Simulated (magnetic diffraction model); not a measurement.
# FeCoAgS4 below its ordering temperature

Space group Imma (no. 74), a = 7.2350 Å, b = 7.3780 Å, c = 10.8560 Å.

| site | atom | x | y | z |
| --- | --- | --- | --- | --- |
| 4e | Ag | 0 | 1/4 | 0.8690 |
| 4c | Co | 3/4 | 3/4 | 3/4 |
| 4b | Fe | 1/2 | 1/2 | 0 |
| 8h | S | 1/2 | 0.9771 | 0.7675 |
| 8i | S | 0.2199 | 1/4 | 0.5016 |

This is a made-up structure (elements placed in a structure type, unrelaxed), so the numbers test the method and describe no known phase.

Only Co and Fe are taken to order (form factors of Co4+ and Fe3+); orders and moment sizes are assumed, and not adapted to the symmetry. Radiation: neutrons of λ = 4.2 Å, 8° to 80°; isotropic B of 0.31 Å² (Ag), 0.32 Å² (Co), 0.35 Å² (Fe) and 0.35 Å² (S). Simulated constant-wavelength pattern: nuclear and magnetic terms add, the magnetic one as |2.695 fm × Σ f S⊥ exp(2πi Q·r) exp(−B s²)|², summed over all Q at one angle with the factor 1/(sin²θ cos θ). For collinear order S is the moment m, which repeats by lattice and centring translations R with the sign exp(−2πi k·R). Free-ion form factors, Sears's scattering lengths of 1992, no absorption; a label names one of the reflections at its angle. The strongest nuclear line in the range is 100, and lines under 0.2 are left out.

Above the ordering temperature:

| 2θ (°) | index | I |
| --- | --- | --- |
| 40.26 | (0 1 1) | 2.4 |
| 40.83 | (1 0 1) | 100.0 |
| 45.52 | (0 0 2) | 36.0 |
| 68.28 | (1 1 2) | 63.1 |
| 69.40 | (0 2 0) | 0.3 |
| 70.97 | (2 0 0) | 71.8 |

Below it (cell unchanged):

```csv
2θ (°),I
22.31,331.2
40.26,2.4
40.83,100.0
45.52,36.0
53.51,180.9
57.85,148.2
68.28,63.1
69.40,0.3
70.95,33.2
70.97,71.8
73.92,61.6
75.45,5.9
79.43,103.4
```

**Question.** Find the propagation vector, then choose among these models:
A. collinear moments along [100], 4.47 μB on Co and 3.92 μB on Fe; signs + at (3/4, 3/4, 3/4), + at (1/4, 3/4, 3/4), + at (1/2, 1/2, 0), + at (1/2, 0, 0)
B. collinear moments along [101], 4.47 μB on Co and 3.92 μB on Fe; signs + at (3/4, 3/4, 3/4), + at (1/4, 3/4, 3/4), + at (1/2, 1/2, 0), + at (1/2, 0, 0)
C. collinear moments along [100], 4.47 μB on Co and 3.92 μB on Fe; signs + at (3/4, 3/4, 3/4), − at (1/4, 3/4, 3/4), + at (1/2, 1/2, 0), + at (1/2, 0, 0)
D. collinear moments along [101], 4.47 μB on Co and 3.92 μB on Fe; signs + at (3/4, 3/4, 3/4), − at (1/4, 3/4, 3/4), + at (1/2, 1/2, 0), + at (1/2, 0, 0)

The new lines index as (0 0 1) at 22.31°, (1 1 1) at 53.51°, (1 0 2) at 57.85° and (0 0 3) at 70.95°, that is as H ± k with k = (0 1 0). The indices are whole but break the lattice centring, so the moments reverse under a centring translation, those with k·t a half-integer.

Magnetic intensity, observed (below minus above) and for each model:

| 2θ (°) | index | observed | A | B | C | D |
| --- | --- | --- | --- | --- | --- | --- |
| 22.31 | (0 0 1) | 331.2 | 765.4 | 235.4 | 331.2 | 101.8 |
| 33.07 | (0 1 0) | <0.2 | 198.3 | 198.3 | <0.2 | <0.2 |
| 33.75 | (1 0 0) | <0.2 | <0.2 | 99.8 | <0.2 | 231.7 |
| 53.51 | (1 1 1) | 180.9 | <0.2 | <0.2 | 180.9 | 230.4 |
| 57.41 | (0 1 2) | <0.2 | 135.4 | 74.6 | <0.2 | <0.2 |
| 57.85 | (1 0 -2) | 148.2 | 62.8 | 43.8 | 148.2 | 103.3 |
| 73.92 | (0 2 1) | 61.6 | 147.3 | 136.8 | 61.6 | 57.1 |
| 75.45 | (2 0 1) | 5.9 | 14.2 | 93.0 | 5.9 | 38.8 |

Model C matches.

The absence at (0 1 0) is telling: the sublattices cancel there.

The structure used: k = (0 1 0), collinear moments along [100], 4.47 μB on Co and 3.92 μB on Fe; signs + at (3/4, 3/4, 3/4), − at (1/4, 3/4, 3/4), + at (1/2, 1/2, 0), + at (1/2, 0, 0).

[Logs are printed without paths, hosts, clocks, repeated set-up lines and the standing remarks that a program may print on its own settings, such as how far it seeks lower states.]
